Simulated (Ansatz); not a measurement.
# O on Ni(111): change of the work function, part 3 of 4

Aim: the work function of Ni(111) at several coverages of O (fcc site), and the dipole that each adsorbate carries.

Ansatz 0.2.0; plane-wave DFT, PBE, Ansatz PAW.

So far, work function, upper face (eV): step 2 (the clean slab) 5.07; step 3 (37 atoms, coverage 0.111 ML, cell 3x3) 5.35.

## Step 4: Adsorbate added, k-mesh 6×6×1, coverage 0.25 ML

System of this step: Ni16O (O/Ni(111)). The cell holds 17 atoms: 16 Ni and 1 O. Cell: a = 4.978 Å, b = 4.978 Å, c = 25.391 Å, α = 90.0°, β = 90.0°, γ = 60.0°. Vacuum lies along c.

Another coverage, to see how the dipoles act on each other as their distance changes.

input.yaml reads:

```yaml
crystal:
  lattice:
    - [4.9780317395, 0.0, 0.0]
    - [2.4890158698, 4.3111019473, 0.0]
    - [0.0, 0.0, 25.3914173362]
  atoms:
    - { symbol: Ni, position: [0.0, 0.0, 0.3544504775], spin: 0.7 }
    - { symbol: Ni, position: [0.1666666667, 0.1666666667, 0.4344882682], spin: 0.72 }
    - { symbol: Ni, position: [0.3333333333, 0.3333333333, 0.5142598816], spin: 0.72 }
    - { symbol: Ni, position: [0.0, 0.0, 0.5932306194], spin: 0.7 }
    - { symbol: Ni, position: [0.0, 0.5, 0.3544504775], spin: 0.7 }
    - { symbol: Ni, position: [0.1666666667, 0.6666666667, 0.4344882682], spin: 0.72 }
    - { symbol: Ni, position: [0.3333333333, 0.8333333333, 0.5142598816], spin: 0.72 }
    - { symbol: Ni, position: [0.0, 0.5, 0.5932306194], spin: 0.7 }
    - { symbol: Ni, position: [0.5, 0.0, 0.3544504775], spin: 0.7 }
    - { symbol: Ni, position: [0.6666666667, 0.1666666667, 0.4344882682], spin: 0.72 }
    - { symbol: Ni, position: [0.8333333333, 0.3333333333, 0.5142598816], spin: 0.72 }
    - { symbol: Ni, position: [0.5, 0.0, 0.5932306194], spin: 0.7 }
    - { symbol: Ni, position: [0.5, 0.5, 0.3544504775], spin: 0.7 }
    - { symbol: Ni, position: [0.6666666667, 0.6666666667, 0.4344882682], spin: 0.72 }
    - { symbol: Ni, position: [0.8333333333, 0.8333333333, 0.5142598816], spin: 0.72 }
    - { symbol: Ni, position: [0.5, 0.5, 0.5932306194], spin: 0.7 }
    - { symbol: O, position: [0.1666666667, 0.1666666667, 0.6455495225] }
magnetization:
  spin_polarized: true
kpoints:
  mp_grid: { grid: [6, 6, 1] }
hamiltonian:
  xc: pbe
scf:
  occupations: { method: fermi_dirac, width: 0.1 }
  convergence: { dr2_threshold: 1.0e-08 }
efield:
  axis: 3
  dipole_correction: true
  ramp_position: 0.97
  ramp_width: 0.06
relax:
  f_tol: 0.02
  max_steps: 60
  constraints: [{ sites: [0, 1, 4, 5, 8, 9, 12, 13] }]
output:
  dos: { projected: true, e_range: [-8, 4] }
  write_potential: true
  write_density: true
  volumetric_format: npy
  elf: true
```

The run is started by

```sh
$ ansatz run input.yaml --threads 4 --pin off --max-ram 16384MiB --backend cpu --events-out ev --progress --plain --runs-dir out
```

Log:

```text
[...]
Crystal: 17 atoms, lattice volume = 544.920 Å³
Basis set: ecut = 420 eV, 10639 PW (Γ), exchange–correlation on 72×72×360 points (8 copies of the dense FFT grid, shifted against one another)
Bands: 184, of which v1, the nominal top of the filled ones, is band 147 counted from 1 (146 counted from 0)
Symmetry: 6 space group operations
k-points: 7 of 36 (time reversal used)
[...]
Starting moments: Σ|m| = 11.36 μB on 16 of 17 sites
[...]
SCF iter   1: F=—  HF=-93983.852007 eV  |F-HF|=—  |Δ(HF+E_count)|=         —  Δρ=3.41e-2 (↑1.75e-2 ↓3.41e-2)  dr2=1.30e1  dr2_m=1.23e0  M=12.275 μB ∫|m|=12.868 μB  β_m=1.00  ethr=3.10e-3  p=-0.000 e·Å  D=-6.85e-7 V/Å  ΔV_dip=0.00 eV  dr2_dipole=7.61e-1  V_vac-E_F(+/−)=7.31/7.30 eV  ⟨swp⟩=9.1  Hψ=12576  notcnv=0  defer=176
[...]
SCF iter  19: F=-93997.769259 eV  HF=-93997.769259 eV  |F-HF|=9.75e-10  |Δ(HF+E_count)|=   4.77e-9  Δρ=2.96e-7 (↑1.20e-7 ↓2.96e-7)  dr2=7.57e-10  dr2_m=5.94e-11  M=10.774 μB ∫|m|=12.290 μB  ethr=1.00e-12  p=-0.131 e·Å  D=-4.35e-2 V/Å  ΔV_dip=1.10 eV  dr2_dipole=2.34e-11  V_vac-E_F(+/−)=6.18/5.07 eV  ⟨swp⟩=13.9  Hψ=19657  notcnv=0
SCF 1 converged in 19 iterations: F = -93997.769259 eV  dr2 = 7.57e-10
[...]
relax step   1: F+E_penalty+E_count = -93997.76925898 eV  Δ(F+E_penalty+E_count) = +0.000e0 eV  max|allowed force component| = 2.410e0 eV/Å  Δτ_max = 0.0000 Å  (19 SCF iters, accepted)
[...]
SCF iter  15: F=-93997.925642 eV  HF=-93997.925642 eV  |F-HF|=1.04e-8  |Δ(HF+E_count)|=   3.33e-9  Δρ=6.08e-7 (↑1.96e-7 ↓6.08e-7)  dr2=9.97e-9  dr2_m=2.50e-10  M=10.660 μB ∫|m|=12.152 μB  ethr=1.00e-12  p=-0.113 e·Å  D=-3.75e-2 V/Å  ΔV_dip=0.95 eV  dr2_dipole=2.49e-9  V_vac-E_F(+/−)=6.02/5.07 eV  ⟨swp⟩=11.9  Hψ=17372  notcnv=0
SCF 2 converged in 15 iterations: F = -93997.925642 eV  dr2 = 9.97e-9
relax step   2: F+E_penalty+E_count = -93997.92564224 eV  Δ(F+E_penalty+E_count) = -1.564e-1 eV  max|allowed force component| = 1.732e0 eV/Å  Δτ_max = 0.0581 Å  (15 SCF iters, accepted)
SCF iter   1: F=—  HF=-93998.076911 eV  |F-HF|=—  |Δ(HF+E_count)|=         —  Δρ=5.09e-3 (↑5.09e-3 ↓4.29e-3)  dr2=3.33e-1  dr2_m=4.64e-2  M=10.389 μB ∫|m|=11.843 μB  β_m=1.00  ethr=7.43e-4  p=-0.113 e·Å  D=-3.75e-2 V/Å  ΔV_dip=0.95 eV  dr2_dipole=1.06e-1  V_vac-E_F(+/−)=5.97/5.02 eV  ⟨swp⟩=4.2  Hψ=6500  notcnv=0  defer=254
[...]
SCF iter  16: F=-93998.076107 eV  HF=-93998.076107 eV  |F-HF|=6.30e-9  |Δ(HF+E_count)|=  2.91e-11  Δρ=6.49e-7 (↑1.76e-7 ↓6.49e-7)  dr2=7.02e-9  dr2_m=3.38e-10  M=10.360 μB ∫|m|=11.785 μB  ethr=1.00e-12  p=-0.072 e·Å  D=-2.39e-2 V/Å  ΔV_dip=0.61 eV  dr2_dipole=1.30e-9  V_vac-E_F(+/−)=5.68/5.07 eV  ⟨swp⟩=12.4  Hψ=17984  notcnv=0
SCF 3 converged in 16 iterations: F = -93998.076107 eV  dr2 = 7.02e-9
relax step   3: F+E_penalty+E_count = -93998.07610710 eV  Δ(F+E_penalty+E_count) = -1.505e-1 eV  max|allowed force component| = 3.222e-1 eV/Å  Δτ_max = 0.1224 Å  (16 SCF iters, accepted)
[...]
relax step   4: F+E_penalty+E_count = -93998.08069148 eV  Δ(F+E_penalty+E_count) = -4.584e-3 eV  max|allowed force component| = 5.297e-2 eV/Å  Δτ_max = 0.0163 Å  (14 SCF iters, accepted)
SCF iter   1: F=—  HF=-93998.081293 eV  |F-HF|=—  |Δ(HF+E_count)|=         —  Δρ=2.12e-4 (↑1.74e-4 ↓2.12e-4)  dr2=7.52e-4  dr2_m=3.26e-5  M=10.417 μB ∫|m|=11.854 μB  β_m=1.00  ethr=4.80e-6  p=-0.078 e·Å  D=-2.57e-2 V/Å  ΔV_dip=0.65 eV  dr2_dipole=1.25e-4  V_vac-E_F(+/−)=5.73/5.07 eV  ⟨swp⟩=2.0  Hψ=4492  notcnv=0  defer=188
[...]
SCF iter  11: F=-93998.080963 eV  HF=-93998.080963 eV  |F-HF|=9.60e-10  |Δ(HF+E_count)|=   1.86e-9  Δρ=4.79e-7 (↑2.07e-7 ↓4.79e-7)  dr2=2.50e-9  dr2_m=1.92e-10  M=10.415 μB ∫|m|=11.850 μB  ethr=1.00e-12  p=-0.077 e·Å  D=-2.57e-2 V/Å  ΔV_dip=0.65 eV  dr2_dipole=5.24e-12  V_vac-E_F(+/−)=5.72/5.07 eV  ⟨swp⟩=9.4  Hψ=16942  notcnv=0
SCF 5 converged in 11 iterations: F = -93998.080963 eV  dr2 = 2.50e-9
relax step   5: F+E_penalty+E_count = -93998.08096252 eV  Δ(F+E_penalty+E_count) = -2.710e-4 eV  max|allowed force component| = 3.014e-3 eV/Å  Δτ_max = 0.0034 Å  (11 SCF iters, accepted)
[...]
SCF converged after 11 iterations
Magnetization: 10.4150 μB (152.2075 up, 141.7925 down)
Absolute magnetization: 11.8619 μB (∫|ρ↑−ρ↓|, with the PAW one-centre terms)
[...]
Per-site moments (μB) at R_I (Å): [(0.706072, 1.026719), (0.746421, 1.019924), (0.720120, 1.005736), (0.528962, 0.754875), (0.706072, 1.026719), (0.715534, 1.020858), (0.720120, 1.005736), (0.528962, 0.754875), (0.706072, 1.026719), (0.715534, 1.020858), (0.720120, 1.005736), (0.528962, 0.754875), (0.738993, 1.026719), (0.715534, 1.020858), (0.590229, 1.023190), (0.770228, 1.005736), (0.101106, 0.754875)]
Free energy (F): -93998.080963 eV
[...]
Internal energy: -93997.167634 eV  (E = F + TS)
E sigma→0 (E₀):  -93997.624298 eV
Entropy (-TS):   -0.913329 eV (-53.725 meV/atom)
Fermi energy:    2.344368 eV
Dipole field:    D = -0.025655 V/Å  (p = -0.077258 e·Å, saw-weighted, corrected)
Work function:   Φ+ = 5.7250 eV   Φ− = 5.0736 eV
[...]
--- Forces (eV/Å), atoms counted from 1 ---
  atom   1  Ni    -0.01395831    -0.00805883     0.15422803
  atom   2  Ni    -0.00000000    -0.00000000    -0.19848452
  atom   3  Ni     0.00017282     0.00009978    -0.00124876
  atom   4  Ni     0.00261042     0.00150713     0.00269790
  atom   5  Ni     0.00000000     0.01611767     0.15422803
  atom   6  Ni    -0.02174334     0.01255352    -0.12836295
  atom   7  Ni    -0.00000000    -0.00019955    -0.00124876
  atom   8  Ni    -0.00000000    -0.00301426     0.00269790
  atom   9  Ni     0.01395831    -0.00805883     0.15422803
  atom  10  Ni    -0.00000000    -0.02510704    -0.12836295
  atom  11  Ni    -0.00017282     0.00009978    -0.00124876
  atom  12  Ni    -0.00261042     0.00150713     0.00269790
  atom  13  Ni     0.00000000    -0.00000000     0.11704969
  atom  14  Ni     0.02174334     0.01255352    -0.12836295
  atom  15  Ni     0.00000000     0.00000000    -0.00019115
  atom  16  Ni     0.00000000     0.00000000    -0.00230238
  atom  17  O      0.00000000     0.00000000     0.00198036
  max |Σ_I F_I| component: 5.35e-6 eV/Å
--- Band table (eV; the first three rows and the last of 14) ---
  k-point 0 ↑: bands = [... 143 lower, 1.8243, 1.8618, 1.8618, 1.9271, 1.9271, 1.9388, 2.0017, 2.0017, ... 33 higher]
  k-point 1 ↑: bands = [... 143 lower, 1.7317, 1.7618, 1.7756, 1.7953, 1.8122, 1.8252, 1.9661, 2.1357, ... 33 higher]
  k-point 2 ↑: bands = [... 143 lower, 1.5901, 1.6715, 1.6817, 1.7215, 1.7371, 1.7818, 1.8040, 2.0033, ... 33 higher]
  k-point 6 ↓: bands = [... 143 lower, 2.3353, 2.3478, 2.3494, 2.3715, 2.3948, 2.4070, 2.4197, 2.4230, ... 33 higher]
--- Relaxed structure (5 steps of the walk, 5 accepted, 0 SCFs on fresh bases) ---
  F+E_penalty+E_count = -93998.08096252 eV   max|allowed force component| = 3.014e-3 eV/Å
  atoms:
    - { symbol: Ni, position: [-1.795949e-17, -1.795949e-17, 0.354450] }
    - { symbol: Ni, position: [0.166667, 0.166667, 0.434488] }
    - { symbol: Ni, position: [0.333032, 0.333032, 0.513803] }
    - { symbol: Ni, position: [-0.003487, -0.003487, 0.595934] }
    - { symbol: Ni, position: [5.551115e-17, 0.500000, 0.354450] }
    - { symbol: Ni, position: [0.166667, 0.666667, 0.434488] }
    - { symbol: Ni, position: [0.333032, 0.833936, 0.513803] }
    - { symbol: Ni, position: [-0.003487, 0.506974, 0.595934] }
    - { symbol: Ni, position: [0.500000, -1.795949e-17, 0.354450] }
    - { symbol: Ni, position: [0.666667, 0.166667, 0.434488] }
    - { symbol: Ni, position: [0.833936, 0.333032, 0.513803] }
    - { symbol: Ni, position: [0.506974, -0.003487, 0.595934] }
    - { symbol: Ni, position: [0.500000, 0.500000, 0.354450] }
    - { symbol: Ni, position: [0.666667, 0.666667, 0.434488] }
    - { symbol: Ni, position: [0.833333, 0.833333, 0.515481] }
    - { symbol: Ni, position: [0.500000, 0.500000, 0.591300] }
    - { symbol: O, position: [0.166667, 0.166667, 0.639014] }
```

It took 6.8 min on 4 threads of Arm Neoverse V1, shared host; peak memory 3 GiB; 27 min of CPU time.

The steps of the relaxation:

```tsv
step	energy less that of the first step (eV)	largest force component (eV/Å)
1	0.0000	2.4099
2	-0.1564	1.7323
3	-0.3068	0.3222
4	-0.3114	0.0530
5	-0.3117	0.0030
```

Forces are held to the 6 operations that the program found; a distortion that breaks them can't arise in this run.

The atoms that moved most (Å):

```tsv
atom	dx	dy	dz	length
O17	0.000	0.000	-0.166	0.166
Ni4	-0.026	-0.015	0.069	0.075
Ni12	0.026	-0.015	0.069	0.075
Ni8	0.000	0.030	0.069	0.075
Ni16	0.000	0.000	-0.049	0.049
Ni15	0.000	0.000	0.031	0.031
Ni3	-0.002	-0.001	-0.012	0.012
Ni11	0.002	-0.001	-0.012	0.012
```

The relaxed structure:

```xyz
17
Lattice="4.9780 0.0000 0.0000 2.4890 4.3111 0.0000 0.0000 0.0000 25.3914" Properties=species:S:1:pos:R:3
Ni    0.0000    0.0000    9.0000
Ni    1.2445    0.7185   11.0323
Ni    2.4868    1.4357   13.0462
Ni   -0.0260   -0.0150   15.1316
Ni    1.2445    2.1556    9.0000
Ni    2.4890    2.8741   11.0323
Ni    3.7335    3.5952   13.0462
Ni    1.2445    2.1856   15.1316
Ni    2.4890    0.0000    9.0000
Ni    3.7335    0.7185   11.0323
Ni    4.9803    1.4357   13.0462
Ni    2.5151   -0.0150   15.1316
Ni    3.7335    2.1556    9.0000
Ni    4.9780    2.8741   11.0323
Ni    6.2225    3.5926   13.0888
Ni    3.7335    2.1556   15.0139
O     1.2445    0.7185   16.2255
```

Numbers from this step:

```
energy at zero smearing        : -93997.6243 eV
total moment                   : 10.41 μB
work function, upper face      : 5.725 eV
work function, lower face      : 5.074 eV
dipole along the normal        : -0.07726 e·Å
step between the vacuum levels : 0.6514 eV
```

The density of states has structure finer than the step of the table below, so its rows give means over 0.25 eV. Peaks (eV: height): total -1.560: 54.6, -1.320: 68.9, -1.140: 59.0, -0.990: 53.9, -0.840: 66.0, -0.750: 74.4, 0.000: 56.4; up -2.740: 35.5, -2.200: 42.6, -2.110: 34.3, -2.020: 35.0, -1.350: 32.7, -0.810: 41.7, -0.690: 39.8; down -1.560: 37.0, -1.410: 35.6, -1.320: 50.2, -0.840: 37.0, -0.750: 34.6, -0.120: 39.8, 0.000: 54.2.

The density of states by energy, zero at the Fermi level; means over each step; values in states/eV a cell:

```tsv
energy (eV)	total	up	down
-7.75	0.926	0.468	0.457
-7.50	0.968	0.489	0.479
-7.25	1.23	0.613	0.619
-7.00	2.88	1.47	1.41
-6.75	1.85	0.952	0.903
-6.50	2.95	1.58	1.37
-6.25	2.52	1.27	1.25
-6.00	3.93	2.21	1.72
-5.75	7.95	5.86	2.09
-5.50	10.1	3.76	6.37
-5.25	4.99	2.68	2.31
-5.00	5.52	2.70	2.82
-4.75	10.7	6.13	4.55
-4.50	9.99	6.36	3.62
-4.25	10.9	7.87	3.01
-4.00	20.5	12.1	8.41
-3.75	19.3	14.3	4.95
-3.50	23.1	12.0	11.1
-3.25	28.2	16.0	12.2
-3.00	29.9	15.9	14.0
-2.75	31.2	18.5	12.7
-2.50	36.5	20.5	16.0
-2.25	42.3	28.7	13.6
-2.00	41.3	23.5	17.9
-1.75	36.3	14.0	22.3
-1.50	49.8	20.9	28.9
-1.25	43.7	24.5	19.2
-1.00	45.9	24.6	21.3
-0.75	56.9	35.1	21.8
-0.50	34.9	12.9	21.9
-0.25	31.3	8.06	23.2
0.00	31.9	3.67	28.2
0.25	23.9	2.47	21.4
0.50	10.9	2.35	8.50
0.75	6.95	2.99	3.96
1.00	6.40	3.79	2.61
1.25	5.04	1.74	3.30
1.50	5.24	1.67	3.57
1.75	6.14	4.22	1.92
```

Projected DOS per atom over height of the atomic layer and energy from the Fermi level. Layers: Ni4 Ni4 Ni4 Ni4 O from below.

Ten even steps from '0' (0.01 states/eV) to '9' (4.49 states/eV), each cell a mean:
```
00000
00000
00000
11221
43331
54551
75670
75560
64450
55550
34440
23330
23320
12210
01101
00002
00019
00002
00000
00000
00000
00000
```
Columns: height of the atomic layer (Å) from 9 to 16.2 (not evenly spaced); rows upwards: energy from the Fermi level (eV) from -7.96 to 1.95.

Projected DOS per atom, spin up over height of the atomic layer and energy from the Fermi level. Layers: Ni4 Ni4 Ni4 Ni4 O from below.

Values in states/eV, 22 rows by 5 columns, each cell a mean:
```
0.14 0.12 0.11 0.16 0.11
0.09 0.10 0.07 0.10 0.11
0.15 0.14 0.16 0.16 0.15
0.13 0.09 0.10 0.14 0.15
0.21 0.23 0.23 0.37 0.35
1.06 1.07 1.14 1.02 0.33
2.09 1.67 1.63 1.81 0.20
1.56 1.09 1.31 1.48 0.17
1.54 0.98 0.89 1.24 0.13
1.85 1.58 1.46 1.48 0.11
0.90 1.14 1.16 0.99 0.15
0.77 0.77 0.83 0.80 0.14
0.61 1.07 1.06 0.68 0.18
0.39 0.82 0.72 0.32 0.12
0.24 0.48 0.43 0.22 0.20
0.13 0.21 0.19 0.15 0.51
0.08 0.11 0.11 0.33 2.10
0.06 0.09 0.11 0.16 0.68
0.05 0.08 0.07 0.11 0.25
0.05 0.08 0.09 0.07 0.09
0.02 0.05 0.06 0.02 0.02
0.01 0.05 0.05 0.01 0.01
```
Columns: height of the atomic layer (Å) from 9 to 16.2 (not evenly spaced); rows upwards: energy from the Fermi level (eV) from -7.96 to 1.95.

Projected DOS per atom, spin down over height of the atomic layer and energy from the Fermi level. Layers: Ni4 Ni4 Ni4 Ni4 O from below.

Ten even steps from '_' (0.01 states/eV) to '@' (2.40 states/eV), each cell a mean:
```
__________
__________
__________
--------..
##****++__
**==++++__
++====++__
##++++++__
++====++__
--------__
::------__
..----::__
..::::..__
__::..____
________..
________::
______..@@
________..
__________
__________
__________
__________
```
Columns: height of the atomic layer (Å) from 9 to 16.2 (not evenly spaced); rows upwards: energy from the Fermi level (eV) from -7.96 to 1.95.

Site moment by atom:

```tsv
atom	site moment (μB)
Ni1	0.706
Ni2	0.746
Ni3	0.720
Ni4	0.529
Ni5	0.706
Ni6	0.716
Ni7	0.720
Ni8	0.529
Ni9	0.706
Ni10	0.716
Ni11	0.720
Ni12	0.529
Ni13	0.739
Ni14	0.716
Ni15	0.590
Ni16	0.770
O17	0.101
```

Spin density in the ca plane at fractional y = 0.167, with atoms of Ni and O within 0.2 Å of it.

Values in e/Å³, 7 rows by 16 columns, each cell a mean:
```
0.0 0.0 0.0 0.0 0.0 0.0 0.0 0.0 0.0 0.0 0.0 0.0 0.0 0.0 0.0 0.0
0.0 0.0 0.0 0.4 0.0 0.0 0.0 0.0 0.0 0.0 0.0 0.0 0.0 0.0 0.0 0.0
0.0 0.0 0.0 1.0 0.0 0.0 0.0 0.0 0.0 0.0 0.0 0.0 0.0 0.0 0.0 0.0
0.0 0.0 0.0 0.0 0.0 0.0 0.0 0.0 0.0 0.0 0.0 0.0 0.0 0.0 0.0 0.0
0.0 0.0 0.0 0.0 0.0 0.0 0.0 0.0 0.0 0.0 0.0 0.0 0.0 0.0 0.0 0.0
0.0 0.0 0.0 1.1 0.0 0.0 0.0 0.0 0.1 0.0 0.0 0.0 0.0 0.0 0.0 0.0
0.0 0.0 0.0 0.3 0.0 0.0 0.0 0.0 0.0 0.0 0.0 0.0 0.0 0.0 0.0 0.0
```
Columns run along c (16.0 Å, from fractional 0.30 to 0.93 of the cell), rows up along a (5.0 Å). Atoms in or near the plane, at fractional coordinates: Ni at (0.43, 0.17), Ni at (0.43, 0.67), O at (0.64, 0.17).

Electrostatic potential energy in the ca plane at fractional y = 0.167, with atoms of Ni and O within 0.2 Å of it. With pseudopotentials it is smooth inside the atoms' cores, unlike the true potential.

Ten even steps from '0' (-43 eV) to '9' (8 eV), each cell a mean:
```
98743689888887436887447899999999999999999999
99754788877887546887557899999999999999999999
99877887412688778998778999999999999999999999
99988985000278889999889999999999999999999999
99998985000278889999889999999999999999999999
99887887311588878998778999999999999999999999
99755788767888556887557899999999999999999999
98743689888887436887447899999999999999999999
99866788645788657888667789999999999999999999
99988886100488888998885226999999999999999999
99999985000278989999883004999999999999999999
99988886100388888998885115999999999999999999
99866888634788767888767779999999999999999999
```
Columns run along c (16.0 Å, from fractional 0.30 to 0.93 of the cell; values clipped at the 3rd and 97th percentile), rows up along a (5.0 Å). Atoms in or near the plane, at fractional coordinates: Ni at (0.43, 0.17), Ni at (0.43, 0.67), O at (0.64, 0.17).

ELF in the ca plane at fractional y = 0.167, with atoms of Ni and O within 0.2 Å of it. It is the smooth field of the valence electrons, not physical close to the nuclei.

Ten even steps from '0' (0.00) to '9' (0.85), each cell a mean:
```
11222222222322222222221233100000000000000000
11222222222222222222222110000000000000000000
22222222233222222222222210000000000000000000
23333322465223322222333321000000000000000000
23333322465223332222333321000000000000000000
22222222233222222222222210000000000000000000
12222222222222222222222110000000000000000000
11222222222322222222221232100000000000000000
22222222222222222222113677520000000000000000
23322222344223222222137899841000000000000000
23333322476323332222258569952000000000000000
23322322354223222222138889851000000000000000
22222222222222222222114788520000000000000000
```
Columns run along c (16.0 Å, from fractional 0.30 to 0.93 of the cell), rows up along a (5.0 Å). Atoms in or near the plane, at fractional coordinates: Ni at (0.43, 0.17), Ni at (0.43, 0.67), O at (0.64, 0.17).

The relaxation took 5 steps and lowered the energy by 0.31 eV; the largest force on the free atoms ends at 0.0030 eV/Å.

By hand: a sheet of dipoles makes a step −p/(ε₀A) in the electron's potential. With e/ε₀ = 180.95 V·Å, p = -0.07726 e·Å and A = 21.46 Å², that is −180.95 × (-0.07726) / 21.46 = +0.651 eV, and the two vacuum levels of the run differ by +0.651 eV.

The covered face has 5.73 eV, +0.65 eV against the clean one; the bare back face has moved by -0.01 eV, a measure of how thin the slab is.

[end of part 3 of 4]

[Long decimals in the printed logs are rounded to 6 places.]

[Logs are printed without paths, hosts, clocks, repeated set-up lines and the standing remarks that a program may print on its own settings, such as how far it seeks lower states.]

[Hosts, paths, dates, database ids (printed as entryN), source tags and the programs' standing remarks are cut or masked in the printed files.]

[Maps of the electrostatic potential energy from Ansatz leave out the sawtooth potential of an applied field or a dipole correction, so their vacuum need not be flat; planar profiles and work functions include it.]
